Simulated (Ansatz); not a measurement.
# Phonon-limited resistivity of Rh-Ir-Rh stack of (111) layers, part 4 of 6

Wanted: the electron–phonon coupling λ, α²F(ω) and the phonon-limited resistivity of Rh-Ir-Rh stack of (111) layers, on meshes from cheap to dear.

Ansatz 0.2.0; DFT PBEsol, scalar-relativistic, plane waves, PAW; PAW set soft_1.

So far, coupling constant λ: step 6 (electron–phonon run: q 3×3×1, k 9×9×1, scattering 18×18×1) 0.371. Also log mean phonon energy ħω_log (meV): step 6 17.8.

## 7. Coupling and resistivity: q 3×3×1, k 12×12×1, scattering 24×24×1

The next rung changes the k mesh of the density and its response; the scattering mesh, which samples the Fermi surface.

Input file input.yaml:

```yaml
crystal:
  lattice:
    - [2.6571336152, 2.8249e-06, 0.0]
    - [-1.328569254, 2.3011437996, 0.0]
    - [0.0, 0.0, 32.6681001532]
  atoms:
    - { symbol: Rh, position: [0.0, 0.0, 0.1703828301] }
    - { symbol: Ir, position: [0.3333333333, 0.6666666667, 0.2362250931] }
    - { symbol: Rh, position: [0.6666666667, 0.3333333333, 0.3020673561] }
  periodic: [true, true, false]
kpoints:
  mp_grid: { grid: [12, 12, 1] }
hamiltonian:
  xc: pbesol
  pseudopotentials: { kind: paw, azcp: { folder: soft_1 }, xc_functional: pbe }
scf:
  occupations: { method: methfessel_paxton, width: 0.2 }
output:
  eigenvalues: true
phonons:
  method: dfpt
  qmesh: [3, 3, 1]
  temperatures: { t_max: 1000, t_step: 50 }
  qpath:
    path:
      - [0.0, 0.0, 0.0]
      - [0.5, 0.0, 0.0]
      - [0.33333333, 0.33333333, 0.0]
      - [0.0, 0.0, 0.0]
    npoints: 10
  electrical_resistivity:
    mesh: [24, 24, 1]
    temperatures: [20.0, 50.0, 77.0, 100.0, 150.0, 200.0, 300.0, 400.0, 600.0, 800.0]
```

Command:

```bash
> ansatz run input.yaml --threads 8 --pin off --max-ram 20480MiB --backend cpu --events-out ev --progress --plain --runs-dir out
```

Numbers of over 12 decimals in the logs are rounded to 6 here.

What it wrote:

```text
[...]
Crystal: 3 atoms, lattice volume = 199.747 Å³
Basis set: ecut = 420 eV, 3967 PW (Γ), exchange–correlation on 36×36×450 points (8 copies of the dense FFT grid, shifted against one another)
Bands: 31, of which v1, the nominal top of the filled ones, is band 26 counted from 1 (25 counted from 0)
Symmetry: 12 space group operations
k-points: 19 of 144 (irreducible under 6 space group operations, time reversal used)
[...]
SCF iter   1: F=—  HF=-24477.862776 eV  |F-HF|=—  |Δ(HF+E_count)|=         —  Δρ=5.72e-2  dr2=1.58e1  ethr=3.10e-3  ⟨swp⟩=15.7  Hψ=10519  notcnv=0  defer=19
[...]
SCF iter  14: F=-24476.173758 eV  HF=-24476.173758 eV  |F-HF|=1.89e-10  |Δ(HF+E_count)|=  1.96e-10  S|Δr|=    0.00e0  Δρ=6.17e-8  dr2=4.72e-12  ethr=1.00e-12  ⟨swp⟩=26.9  Hψ=6869  notcnv=0
SCF 1 converged in 14 iterations: F = -24476.173758 eV  dr2 = 4.72e-12
[...]
Bands: 36, of which v1, the nominal top of the filled ones, is band 26 counted from 1 (25 counted from 0)
k-points: 19 of 144
SCF iter   1: F=—  HF=-24477.862776 eV  |F-HF|=—  |Δ(HF+E_count)|=         —  Δρ=5.72e-2  dr2=1.58e1  ethr=3.10e-3  ⟨swp⟩=15.7  Hψ=5901  notcnv=0  defer=19
[...]
SCF iter  14: F=-24476.173758 eV  HF=-24476.173758 eV  |F-HF|=1.31e-10  |Δ(HF+E_count)|=  5.09e-10  S|Δr|=    0.00e0  Δρ=6.20e-8  dr2=4.77e-12  ethr=1.00e-12  ⟨swp⟩=3.8  Hψ=2430  notcnv=0
SCF 2 converged in 14 iterations: F = -24476.173758 eV  dr2 = 4.77e-12
[...]
SCF converged after 14 iterations
[...]
Free energy (F): -24476.173758 eV
[...]
Internal energy: -24476.183037 eV  (E = F + TS)
E sigma→0 (E₀):  -24476.176078 eV
Entropy (-TS):   0.009279 eV (3.093 meV/atom)
Fermi energy:    -5.198721 eV
[...]
--- Band table (eV; the first three rows and the last of 19) ---
  k-point 0: bands = [... 22 lower, -7.8026, -6.1965, -6.1965, -5.8620, -5.7053, -5.7053, -4.6215, -4.6215, ... 6 higher]
  k-point 1: bands = [... 22 lower, -7.6112, -6.6510, -6.3196, -6.2546, -5.6763, -5.6595, -4.8305, -4.5989, ... 6 higher]
  k-point 2: bands = [... 22 lower, -7.2250, -7.0633, -6.8367, -6.4235, -5.7041, -5.6712, -4.5520, -3.8402, ... 6 higher]
  k-point 18: bands = [... 22 lower, -6.5494, -6.5494, -5.2381, -5.2381, -4.6298, 0.8520, 2.2793, 2.2793, ... 6 higher]
  ° read free of the cell's end (the report's vacuum.weakly_bound_levels)
[...]
ASR residual: 1.298e-4 → 0.000e0 eV/Å²; symmetrization residual: 1.432e-6 eV/Å²
[...]
ASR residual per site (eV/Å²): 6.99e-5 1.30e-4 6.99e-5
  Γ frequencies (cm⁻¹): 0.00 0.00 0.00 85.49 85.49 129.42 129.42 176.69 231.26
--- Phonons (arbitrary-q DFPT): 3 irreducible q on the 3×3×1 mesh ---
[...]
interpolated dispersion: 31 rows × 9 modes
[...]
--- Electrical resistivity: potentials and phonons of a 3×3×1 supercell ---
[...]
at the Fermi level of each mesh (of a tensor half of its trace):
[...]
24×24×1                     1.9643              4.1211    0.3561    0.4131          17.894
        12×12×1                     1.9146              4.0341    0.3519    0.4207          17.990
          6×6×1                     2.0047              4.2609    0.4534    0.5952          18.523
  resistivity on the deck's mesh, µΩ·cm:
[...]
20.00     1.5496e-2              no     1.5496e-2     1.5496e-2      0.0000e0       3.2481e-2         2.0895e-2
     50.00      1.0055e0             yes      1.0055e0      1.0055e0      0.0000e0        1.4243e0          1.0077e0
     77.00      3.5265e0             yes      3.5265e0      3.5265e0      0.0000e0        4.1852e0          3.4111e0
    100.00      6.1841e0             yes      6.1841e0      6.1841e0      0.0000e0        6.8732e0          5.9250e0
    150.00      1.2049e1             yes      1.2049e1      1.2049e1      0.0000e0        1.2769e1          1.1500e1
    200.00      1.7672e1             yes      1.7672e1      1.7672e1      0.0000e0        1.8506e1          1.6868e1
    300.00      2.8489e1             yes      2.8489e1      2.8489e1      0.0000e0        2.9685e1          2.7203e1
    400.00      3.9138e1             yes      3.9138e1      3.9138e1      0.0000e0        4.0773e1          3.7367e1
    600.00      6.0620e1             yes      6.0620e1      6.0620e1      0.0000e0        6.3265e1          5.7870e1
    800.00      8.2607e1             yes      8.2607e1      8.2607e1      0.0000e0        8.6410e1          7.8901e1
  sheet resistance at 20 K: 0.04744 Ω
[...]
sheet resistance at 50 K: 3.078 Ω
[...]
sheet resistance at 77 K: 10.79 Ω
[...]
sheet resistance at 100 K: 18.93 Ω
[...]
sheet resistance at 150 K: 36.88 Ω
[...]
sheet resistance at 200 K: 54.09 Ω
[...]
sheet resistance at 300 K: 87.21 Ω
[...]
sheet resistance at 400 K: 119.8 Ω
[...]
sheet resistance at 600 K: 185.6 Ω
[...]
sheet resistance at 800 K: 252.9 Ω
[...]
not converged in the mesh (λ; λ_tr; the resistivity at 20 K by 5.96 %): between neighbouring meshes, the two finest first, λ moves by 1.19 % and 28.87 %, λ_tr by 1.85 % and 41.46 % and the resistivity by up to 5.96 % and 21.44 %; an estimate, no bound, puts it up to 7.3e-7 % above the Boltzmann equation's exact value after up to 6 iterations (at most 30 are made, fewer where the estimate is under 1.0e-6 % of each spin channel's own resistivity)
  vibrations of 9 cells: unjudged by the run; compare a larger repeat
[...]
```

It took 3.9 min on 8 threads of Arm Neoverse V2, shared host; peak memory 2.4 GiB.

Numbers from this step:

| Item | Value |
| --- | --- |
| zero point energy | 0.08880 eV/cell |
| highest frequency, solved or plainly interpolated | 236.8 cm⁻¹ |
| sheet resistance 300K | 87.21 Ω/square, mean in the plane |
| resistivity at 300 K | 28.49 μΩ cm, mean of the axes, of the whole cell with its vacuum |
| coupling constant λ | 0.3561 |
| density of states at the Fermi level | 1.964 states/eV a spin and cell |
| log mean phonon energy ħω_log | 17.89 meV |
| transport coupling constant λ_tr | 0.4131, 0.4131, 0 (xx, yy, zz) |
| Drude plasma energy | 4.121, 4.121, 0 eV (xx, yy, zz), of the whole cell with its vacuum |
| second-moment phonon energy ħω₂ | 19.42 meV, from the broadened α²F curve |

Solved on the 3×3×1 mesh alone; all other wavevectors are interpolated. Phonon branches along the path, in cm⁻¹:

```
  point  branch 1  branch 2  branch 3  branch 4  branch 5  branch 6  branch 7  branch 8  branch 9
      Γ         0         0         0        86        86       129       129       177       231
halfway        81       103       125       136       157       168       174       204       211
      M        96       115       141       157       170       186       214       226       237
halfway       112       131       150       157       163       194       202       210       229
      K       125       155       155       157       176       176       180       213       213
halfway        93       122       133       142       155       177       180       209       210
      Γ         0         0         0        86        86       129       129       177       231
```

The phonon branches as a text plot (rows in cm⁻¹):

```
    232 |***            ************                         ****
    222 |   ****      ************  ****   *********       **
    212 |       ******  ************    ***    ************
    202 |         **  **          ******   ****       ***
    192 |       **  **         *********   *******       **
    183 | ******      *********      *****************     *****
    173 |*        ****  ********        *****       *****       *
    163 |       **  ****        *********  *********  ***
    153 |       ****  ****************************  **   **
    143 |     **    **  ***********  ***     ****************
    133 |*******  ******           **             ***************
    123 |       ****            ***  **********     *****
    113 |   **  **  ************   **          ***       ****
    104 |     **  **           ****               **  ***  **
     94 | ****  **  ***********                     **       ***
     84 |***      **                                     ****   *
     74 |   ****                                      ***
     64 |       **                                         **
     54 |   ****                                         **
     44 |                                                    ***
     35 | ****                                             *****
     25 | **
     15 | **                                                 ***
      5 |*                                                      *
         Γ                   M           K                      Γ
```

The Eliashberg function α²F by phonon energy; read off at these points:

```
phonon energy (meV)     α²F  α²F tr
                0.1       0       0
                0.8       0       0
                1.7  2.0e-4       0
                2.4  4.0e-4  2.0e-4
                3.3  9.0e-4  3.0e-4
                4.0  0.0014  6.0e-4
                4.9  0.0023  0.0012
                5.5   0.003  0.0018
                6.2   0.004   0.003
                7.1  0.0056  0.0049
                7.8  0.0078  0.0072
                8.7   0.011  0.0108
                9.4  0.0144  0.0147
               10.3  0.0228  0.0252
               11.0  0.0502  0.0496
               11.7   0.103   0.121
               12.3    0.48   0.510
               12.6   0.179   0.219
               13.3   0.110   0.148
               14.2  0.0621  0.0761
               14.8  0.0637  0.0685
               15.7  0.0729  0.0837
               16.4   0.108   0.113
               17.3   0.149   0.167
               18.0   0.220   0.279
               18.7   0.465   0.576
               18.9   0.548   0.726
               19.6   0.362   0.468
               20.3   0.206   0.229
               21.0   0.565   0.606
               21.2   0.417   0.472
               21.9   0.116   0.116
               22.8   0.145   0.162
               23.4   0.236   0.272
               24.1   0.136   0.168
               24.4   0.385   0.502
               25.0   0.151   0.190
               25.7   0.134   0.152
               26.2   0.327   0.355
               26.6   0.296    0.37
               27.3  0.0895  0.0948
               28.2  0.0654  0.0894
               28.9  0.0463  0.0498
```

Of the whole cell with its vacuum, so only the sheet resistance is a property of the layer; the means are those of the plane. Resistivity, by row:

```
T (K)  ρ_xx (μΩ cm)    ρ_yy  ρ_zz  ρ by Ziman's lowest order, mean  ρ by relaxation times, mean  within 2 % of the coarser mesh
   20        0.0155  0.0155     -                          0.03248                       0.0209                              no
   50         1.005   1.005     -                            1.424                        1.008                             yes
   77         3.527   3.527     -                            4.185                        3.411                             yes
  100         6.184   6.184     -                            6.873                        5.925                             yes
  150         12.05   12.05     -                            12.77                         11.5                             yes
  200         17.67   17.67     -                            18.51                        16.87                             yes
  300         28.49   28.49     -                            29.68                         27.2                             yes
  400         39.14   39.14     -                            40.77                        37.37                             yes
  600         60.62   60.62     -                            63.26                        57.87                             yes
  800         82.61   82.61     -                            86.41                         78.9                             yes
```

The cell's resistivity over its height. Table of sheet resistance, along x by temperature:

```
temperature (K)  sheet resistance, along x (Ω/square)
             20                                0.0474
             50                                  3.08
             77                                  10.8
            100                                  18.9
            150                                  36.9
            200                                  54.1
            300                                  87.2
            400                                   120
            600                                   186
            800                                   253
```

Some points of the scattering mesh along the symmetry lines, up to three branches each (those of largest λ), at most 39 rows; the frequencies are those of the scattering step, which can differ from the solved and plainly interpolated ones; single rows converge slowly. Mode couplings:

```
    q1      q2  q3  branch  ħω (meV)     λ_q  half width (meV)
0.2083       0   0       1      8.39  0.0702            0.0305
0.2083       0   0       2     10.97   0.035             0.026
0.2083       0   0       3     14.72  0.0521            0.0696
0.4167       0   0       1     12.29  0.0906            0.0844
0.4167       0   0       3     18.16  0.0584             0.119
0.4167       0   0       5     20.81  0.0388             0.104
0.4167  0.1667   0       1     12.86   0.108              0.11
0.4167  0.1667   0       3     19.77  0.0451             0.109
0.4167  0.1667   0       5     21.15  0.0524             0.144
0.2083  0.2083   0       1     12.73  0.0659            0.0659
0.2083  0.2083   0       4     19.51  0.0416            0.0979
0.2083  0.2083   0       7     24.11  0.0458             0.164
```

Largest shares of lambda; single rows converge slowly. Strongest modes:

```
     q1      q2  q3  star  branch  ħω (meV)     λ_q  half width (meV)
   0.25  0.2917   0    12       3      18.6  0.1371            0.2927
   0.25  0.3333   0    12       3     19.06  0.1346            0.3019
 0.2917  0.3333   0    12       3     19.01  0.1217            0.2713
  0.125  0.4167   0    12       1     12.47  0.1151            0.1104
0.08333  0.4167   0    12       1     12.34  0.1146            0.1076
0.04167  0.4583   0    12       1     12.29  0.1109            0.1034
0.04167  0.4167   0    12       1     12.34  0.1069            0.1004
 0.1667   0.375   0    12       1     12.78  0.1061            0.1069
```

300 K. Table of cumulative share of the conductivity, along x by mean free path:

```
mean free path (nm)  cumulative share of the conductivity, along x
               1.26                                        0.00250
               1.41                                        0.00332
               1.58                                        0.00373
               1.78                                        0.00615
               2.00                                         0.0123
               2.24                                         0.0129
               2.51                                         0.0153
               2.82                                         0.0316
               3.16                                         0.0680
               3.55                                          0.112
               3.98                                          0.222
               4.47                                           0.33
               5.01                                          0.418
               5.62                                          0.477
               6.31                                          0.545
               7.08                                          0.622
               7.94                                          0.767
               8.91                                          0.917
                 10                                          0.959
```

Resistivity by mesh:

```
   mesh  T (K)  mean rho (μΩ cm)
24x24x1     20            0.0155
24x24x1    300             28.49
24x24x1    800             82.61
12x12x1     20           0.01457
12x12x1    300             28.77
12x12x1    800             82.82
  6x6x1     20           0.01318
  6x6x1    300             34.77
  6x6x1    800             96.37
```

Harmonic. Thermo, by row:

```
T (K)  F_vib (meV/atom)  S (J/mol-atom/K)  C_V (J/mol-atom/K)
    0              29.6                 0                   0
   50             29.24             2.588               6.518
  100              25.9             10.53               16.32
  150             18.44             18.04               20.43
  200              7.44              24.2               22.23
  250             -6.46             29.27               23.15
  300            -22.76             33.54               23.68
  350            -41.12             37.22                  24
  400            -61.26             40.44               24.21
  450            -82.97              43.3               24.36
  500            -106.1             45.87               24.47
  550            -130.5             48.21               24.55
  600              -156             50.35               24.61
  650            -182.6             52.32               24.66
  700            -210.2             54.15               24.69
  750            -238.7             55.85               24.72
  800            -268.1             57.45               24.75
  850            -298.2             58.95               24.77
  900            -329.2             60.37               24.79
  950            -360.8              61.7                24.8
 1000            -393.1             62.98               24.82
```

By its own test the run is not converged in the mesh. λ = 0.356 and 87.2 Ω per square at 300 K, against 0.371 and 89 in the run with q 3×3×1, k 9×9×1, scattering 18×18×1 (-3.9 % and -2.0 %).

[end of part 4 of 6]

[Logs are printed without paths, hosts, clocks, repeated set-up lines and the standing remarks that a program may print on its own settings, such as how far it seeks lower states.]

[Hosts, paths, dates, database ids (printed as entryN), source tags and the programs' standing remarks are cut or masked in the printed files.]
